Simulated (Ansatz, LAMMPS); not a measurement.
# Structural relaxation of glassy 50SiO2-21ZnO-29CaO (mol %) (140 atoms), part 2 of 2

Aim: bring glassy 50SiO2-21ZnO-29CaO (mol %) (140 atoms) to a nearby minimum of the energy and see what moves.

Ansatz 0.2.0; Kohn-Sham DFT, PBEsol, PAW (set soft_2), plane waves.

The cell: 28 Si, 12 Zn, 16 Ca and 84 O. The quench rate of 25 K/ps is orders of magnitude faster than experiment. The network of bonds at the start is that of the classical potential that made the cell. Sampling is at Γ alone, for a cell whose shortest periodic width is 13 Å.

So far, density (g/cm³): step 5 (structure statistics after relaxation) 3.19.

## (6) Single point at the relaxed geometry

One more single point at the end of the walk gives the fuller output and checks the residual forces.

Input file input.yaml:

```yaml
crystal:
  lattice:
    - [12.05896, 0.26768, 0.09556]
    - [0.26768, 12.58993, 0.01474]
    - [0.09556, 0.01474, 12.21434]
  atoms:
    - { symbol: Si, position: [0.54303, 0.27834, 0.45289] }
    - { symbol: Si, position: [0.4935, 0.58228, 0.11285] }
    - { symbol: Si, position: [0.13229, 0.68163, 0.21865] }
    - { symbol: Si, position: [0.92997, 0.44021, 0.94404] }
    - { symbol: Si, position: [0.13582, 0.14443, 0.16188] }
    - { symbol: Si, position: [0.21544, 0.17581, 0.40611] }
    - { symbol: Si, position: [0.99578, 0.01658, 0.75708] }
    - { symbol: Si, position: [0.98009, 0.22683, 0.50912] }
    - { symbol: Si, position: [0.4843, 0.90022, 0.38609] }
    - { symbol: Si, position: [0.75532, 0.1406, 0.46225] }
    - { symbol: Si, position: [0.45105, 0.49578, 0.50336] }
    - { symbol: Si, position: [0.36119, 0.55621, 0.73096] }
    - { symbol: Si, position: [0.6782, 0.22872, 0.1085] }
    - { symbol: Si, position: [0.75048, 0.41956, 0.75507] }
    - { symbol: Si, position: [0.93153, 0.671, 0.05965] }
    - { symbol: Si, position: [0.47347, 0.90012, 0.98692] }
    - { symbol: Si, position: [0.98678, 0.4426, 0.36913] }
    - { symbol: Si, position: [0.8023, 0.95148, 0.31351] }
    - { symbol: Si, position: [0.26107, 0.81923, 0.49271] }
    - { symbol: Si, position: [0.60057, 0.68671, 0.45361] }
    - { symbol: Si, position: [0.22814, 0.40267, 0.47548] }
    - { symbol: Si, position: [0.04359, 0.80333, 0.89208] }
    - { symbol: Si, position: [0.8917, 0.09525, 0.14951] }
    - { symbol: Si, position: [0.10348, 0.636, 0.70107] }
    - { symbol: Si, position: [0.73343, 0.75704, 0.65114] }
    - { symbol: Si, position: [0.55147, 0.06608, 0.81625] }
    - { symbol: Si, position: [0.22904, 0.13261, 0.8052] }
    - { symbol: Si, position: [0.38148, 0.44472, 0.95656] }
    - { symbol: Zn, position: [0.81815, 0.18332, 0.69237] }
    - { symbol: Zn, position: [0.52167, 0.36257, 0.23493] }
    - { symbol: Zn, position: [0.1176, 0.63486, 0.45768] }
    - { symbol: Zn, position: [0.90294, 0.56203, 0.60428] }
    [... 102 atom lines left out ...]
    - { symbol: O, position: [0.26954, 0.4267, 0.0244] }
    - { symbol: O, position: [0.77766, 0.47033, 0.6348] }
    - { symbol: O, position: [0.30406, 0.86277, 0.60938] }
    - { symbol: O, position: [0.19979, 0.24031, 0.10307] }
    - { symbol: O, position: [0.70562, 0.23724, 0.97745] }
    - { symbol: O, position: [0.71621, 0.91095, 0.22486] }
kpoints:
  mp_grid: { grid: [1, 1, 1] }
hamiltonian:
  xc: pbesol
scf:
  occupations: { method: fixed }
output:
  forces: true
  stress: true
  populations: true
  dos:
    method: { smearing: { sigma: 0.08 } }
    de: 0.1
    projected: { site_lists: { Ca: [Ca], O: [O], Si: [Si], Zn: [Zn] } }
  eigenvalues: true
  write_density: true
  write_potential: true
  volumetric_format: npy
  elf: true
```

Started as:

```sh
> ansatz run input.yaml --threads 4 --pin off --max-ram 8192MiB --backend cpu --events-out ev --progress --plain --runs-dir out
```

Elapsed: 72 s, on 4 threads of Arm Neoverse V1, shared host; peak memory 3 GiB.

The run gave:

```
free energy                                      : -132742.4078 eV
free energy per atom                             : -948.1601 eV/atom
SCF cycles                                       : 11
pressure                                         : 0.02378 GPa
r.m.s. force component                           : 0.00587 eV/Å
longest force                                    : 0.03127 eV/Å
Fermi energy                                     : 4.81 eV
gap (highest filled to lowest empty level) : 3.407 eV
spilling of the projection                       : 0.0132
```

Löwdin charges by element and coordination (they lack the spilled electrons, 0.087 e an atom on average):

| element | coordination | atoms | mean charge (e) | spread | least | most |
| --- | --- | --- | --- | --- | --- | --- |
| Ca | all | 16 | 1.75 | 0.0115 | 1.73 | 1.77 |
| Ca | 5 | 1 | 1.75 | 0 | 1.75 | 1.75 |
| Ca | 6 | 10 | 1.75 | 0.012 | 1.73 | 1.77 |
| Ca | 7 | 4 | 1.76 | 0.0108 | 1.74 | 1.77 |
| Ca | 9 | 1 | 1.76 | 0 | 1.76 | 1.76 |
| O | all | 84 | -0.939 | 0.0928 | -1.08 | -0.774 |
| O | 2 | 9 | -0.822 | 0.064 | -0.949 | -0.774 |
| O | 3 | 54 | -0.937 | 0.0879 | -1.04 | -0.795 |
| O | 4 | 21 | -0.993 | 0.0634 | -1.08 | -0.823 |
| Si | all | 28 | 1.61 | 0.0528 | 1.51 | 1.70 |
| Si | 4 | 27 | 1.61 | 0.0513 | 1.51 | 1.70 |
| Si | 5 | 1 | 1.53 | 0 | 1.53 | 1.53 |
| Zn | all | 12 | 1.49 | 0.0088 | 1.47 | 1.50 |
| Zn | 3 | 1 | 1.47 | 0 | 1.47 | 1.47 |
| Zn | 4 | 9 | 1.49 | 0.0061 | 1.48 | 1.50 |
| Zn | 5 | 2 | 1.49 | 0.0024 | 1.49 | 1.49 |

States in the cell by windows of 1 eV, zero at the Fermi level; the larger projections on atomic orbitals stand beside the total:

| from (eV) | to (eV) | total | O p | Zn d | Si p |
| --- | --- | --- | --- | --- | --- |
| -10 | -9 | 6.2 | 4.1 | 0.0 | 0.3 |
| -9 | -8 | 13.7 | 9.1 | 0.1 | 1.0 |
| -8 | -7 | 17.8 | 12.2 | 0.4 | 1.7 |
| -7 | -6 | 32.1 | 21.4 | 3.5 | 3.8 |
| -6 | -5 | 74.4 | 37.6 | 27.1 | 5.1 |
| -5 | -4 | 109.6 | 48.0 | 50.5 | 4.7 |
| -4 | -3 | 93.4 | 64.7 | 17.3 | 4.4 |
| -3 | -2 | 97.5 | 80.7 | 8.3 | 2.7 |
| -2 | -1 | 112.7 | 99.3 | 6.9 | 1.9 |
| -1 | 0 | 66.2 | 58.9 | 4.7 | 0.6 |
| 0 | 1 | 0.5 | 0.4 | 0.1 | 0.0 |
| 1 | 3 | 0.0 | 0.0 | 0.0 | 0.0 |
| 3 | 4 | 2.0 | 0.1 | 0.0 | 0.0 |
| 4 | 5 | 9.7 | 1.2 | 0.0 | 0.6 |

The curve was stored every 0.10 eV, coarse against its broadening of 0.08 eV, so these counts are rough.

With fixed occupations the program's Fermi level is the highest filled level; weight inside the gap is the broadening of levels at its edges.

Between -26 and -10 eV lie 264 more states.

The levels nearest the highest filled one (over half full), pooled over k-points and spins:

| level less the highest filled one (eV) | occupation |
| --- | --- |
| -0.297 | 2 |
| -0.241 | 2 |
| -0.221 | 2 |
| -0.184 | 2 |
| -0.052 | 2 |
| 0 | 2 |
| 3.41 | 0 |
| 4.45 | 0 |
| 4.67 | 0 |
| 4.84 | 0 |
| 4.88 | 0 |
| 5.00 | 0 |

Electrostatic potential energy in the ab plane at fractional z = 0.451, with atoms of Si and Zn and Ca and O within 0.2 Å of it. With pseudopotentials it is smooth inside the atoms' cores, unlike the true potential.

Ten even steps from '0' (-45 eV) to '9' (11 eV), each cell a mean:
```
9999999999999998745899999999999999
9999646999999987656899999999999999
8997202787888987668999999999999988
8999645632576898888999999999989887
8999998621478999999999999999999988
9999999866789999998777899999999999
9998899732599999986201589999999999
9864357621499999875000279999999999
9741125887899995225423678999999999
9863247999999984115888888999998679
9998789999999876668999999999983016
9985358999755653478999987667895237
8972026667301454577899862003799888
8897553003544787862259861001689988
6999973002789999873258986335899854
3899987546899999875578998888999610
5899999888999998610047768999999843
6899998889999998510035203899999876
5787886568999999864467323778987764
7852253136899999998899873114610267
9974475454469999999999861001521389
9999998872027999999999985225888999
9999999996469999999999998888999999
9999999999999999999999999999999999
```
Columns run along a (12.1 Å; values clipped at the 3rd and 97th percentile), rows up along b (12.6 Å). Atoms in or near the plane, at fractional coordinates: Si at (0.54, 0.28), Si at (0.76, 0.14), Si at (0.60, 0.69), Zn at (0.12, 0.63), Ca at (0.76, 0.44), O at (0.30, 0.10), O at (0.15, 0.89), O at (0.49, 0.61), O at (0.97, 0.34), O at (0.93, 0.54), O at (0.34, 0.47), O at (0.68, 0.25), O at (0.12, 0.48), O at (0.89, 0.16).

Valence density in the ab plane at fractional z = 0.451, with atoms of Si and Zn and Ca and O within 0.2 Å of it. It is the smooth field of the valence electrons, not physical close to the nuclei.

Ten steps, logarithmic in the rise over the least value, from '0' (0 e/Å³) to '9' (29 e/Å³), each cell a mean:
```
0000111000000001344210000000000000
0012454210000011343210000000010000
0013665311122211121100000001221111
1012454311233211111100000001222111
0000111111222110011110000000111000
0000001123210000001211000000000000
0001111355420000011111100000000000
0124532356520001222101121000000000
0148963233210024654212232100000000
1125742000000024664211232100013432
1012221000011112332100111100125664
1124542101344321111000002321124553
1135653212566421122210024664211221
1123432112454311235542125665200111
3110111111111100135542013443101245
5210001222100000123321000100001466
4200001232100000111112332100001245
2110001221000001110124565210001122
1123221111000000111113555311133321
1245532112110000000001222112366531
0134432134542000000000011002356531
0011111135663100000000012211122210
0000000023542100000000012221000000
0000000001110000122100011110000000
```
Columns run along a (12.1 Å), rows up along b (12.6 Å). Atoms in or near the plane, at fractional coordinates: Si at (0.54, 0.28), Si at (0.76, 0.14), Si at (0.60, 0.69), Zn at (0.12, 0.63), Ca at (0.76, 0.44), O at (0.30, 0.10), O at (0.15, 0.89), O at (0.49, 0.61), O at (0.97, 0.34), O at (0.93, 0.54), O at (0.34, 0.47), O at (0.68, 0.25), O at (0.12, 0.48), O at (0.89, 0.16).

Mean Löwdin charges: Ca +1.75, O -0.94, Si +1.61, Zn +1.49 e (they miss 1.3 % of the electrons, so they add up to more than the cell's charge).

The surroundings of O127, which has 2 bonded neighbours where the commonest count for O is 3, nearest first, numbered as they follow in the input and with coordinates relative to it.

| atom | x | y | z | distance (Å) | bonds | Löwdin charge (e) |
| --- | --- | --- | --- | --- | --- | --- |
| O127 | 0.00 | 0.00 | 0.00 | 0.00 | 2 | -0.93 |
| Si1 | 0.78 | 0.16 | 1.39 | 1.60 | 4 | 1.61 |
| Zn30 | 0.53 | 1.21 | -1.28 | 1.84 | 3 | 1.47 |
| O65 | 0.96 | 1.83 | 1.66 | 2.66 | 3 | -0.83 |
| O103 | 2.42 | -0.15 | 1.21 | 2.71 | 3 | -0.82 |
| O70 | 0.08 | -0.52 | 2.66 | 2.71 | 3 | -0.98 |
| O77 | -2.88 | 0.37 | 0.56 | 2.96 | 3 | -0.81 |
| O87 | 1.08 | -1.45 | -2.63 | 3.20 | 3 | -1.00 |
| O88 | -1.61 | 2.51 | 1.16 | 3.20 | 3 | -0.80 |
| O133 | 2.12 | 1.07 | -2.22 | 3.25 | 3 | -1.01 |
| O128 | -0.25 | 2.88 | -1.65 | 3.33 | 4 | -0.99 |
| O74 | -2.16 | -2.21 | 1.48 | 3.42 | 3 | -0.97 |
| Si11 | -0.26 | 2.87 | 2.00 | 3.51 | 4 | 1.70 |
| Si6 | -3.20 | -1.22 | 0.78 | 3.51 | 4 | 1.68 |

The column of bonds counts only the pairs O-Si within 2.16 Å, O-Ca within 3.12 Å, O-Zn within 2.43 Å; other neighbours, such as metal atoms beside each other in a compound, aren't counted, and periodic images can show an atom twice.

## (7) With hamiltonian.dispersion = "d3bj" and scf.lower_state_search = "off"

Changed here: hamiltonian.dispersion = "d3bj" and scf.lower_state_search = "off".

This step: Kohn-Sham DFT, PBEsol+D3(BJ), PAW (set soft_2), plane waves (Ansatz 0.2.0).

Input file input.yaml:

```yaml
crystal:
  lattice:
    - [12.51625, 0.0, 0.0]
    - [0.0, 12.51625, 0.0]
    - [0.0, 0.0, 12.51625]
  atoms:
    [... the 140 atom lines of step 3 ...]
kpoints:
  mp_grid: { grid: [1, 1, 1] }
hamiltonian:
  xc: pbesol
  dispersion: d3bj
scf:
  occupations: { method: fixed }
  lower_state_search: "off"
output:
  forces: true
  stress: true
  populations: true
  dos:
    method: { smearing: { sigma: 0.15 } }
    de: 0.1
    projected: { site_lists: { Ca: [Ca], O: [O], Si: [Si], Zn: [Zn] } }
  eigenvalues: true
```

Wall time 77 s (4 threads); peak memory 3.2 GiB.

Geometry and reference: those of the single point at the start.

Forces differ from those of the single point at the start by 2.4 meV/Å r.m.s., 0.27 % of their size; the pressure by -1.6 GPa. It took 0.99 times the reference's time (shared host, so rough).

## (8) Summary of results

```yaml
energy_change_in_the_relaxation: -59.05 meV/atom
r_m_s_displacement: 0.335 Å
largest_displacement: 1.059 Å
free_energy_per_atom: -948.1601 eV/atom
pressure: 0.02378 GPa
r_m_s_force_component: 0.00587 eV/Å
spacing_of_highest_filled_and_lowest_empty_level: 3.407 eV
wall_time_of_the_4_dft_runs: 23 min
```

In words: Relaxation lowers the energy by 59.0 meV/atom and moves atoms by 0.34 Å r.m.s.; the r.m.s. force component goes from 0.89 to 0.0059 eV/Å, the pressure goes from 1.1 to 0.024 GPa, and the gap from 2.80 to 3.41 eV. Displacements are taken in the final cell, so they leave out its strain. By the final cutoffs 5 of 250 bonded pairs parted and 19 joined. The cell shrank by 5.5 % in volume. First to last step the energy falls by 8.267 eV, across changes of basis; the largest move, 1.06 Å, is that of Ca41. The O-Ca bonds change most in mean length: from 2.496 Å (spread 0.190) to 2.455 Å (spread 0.221), and their number from 91 to 102. Counting bonds as in the table, 62 % of Ca atoms have 6, 64 % of O atoms have 3, 96 % of Si atoms have 4 and 75 % of Zn atoms have 4 bonded neighbours. Counting bonds to Si alone, not to Zn, 34 % of the oxygens join two of these atoms and 66 % one. The highest filled and lowest empty levels differ by 3.41 eV (at Γ alone); a semilocal functional tends to put such gaps too low. In a disordered cell it changes from sample to sample, and tail or defect levels can set it.

**Limits.** The starting topology of bonds comes from the classical model; in DFT 5 of its 250 bonded pairs passed out of the cutoffs and 19 came within them.

[Logs are printed without paths, hosts, clocks, repeated set-up lines and the standing remarks that a program may print on its own settings, such as how far it seeks lower states.]

[Hosts, paths, dates, database ids (printed as entryN), source tags and the programs' standing remarks are cut or masked in the printed files.]
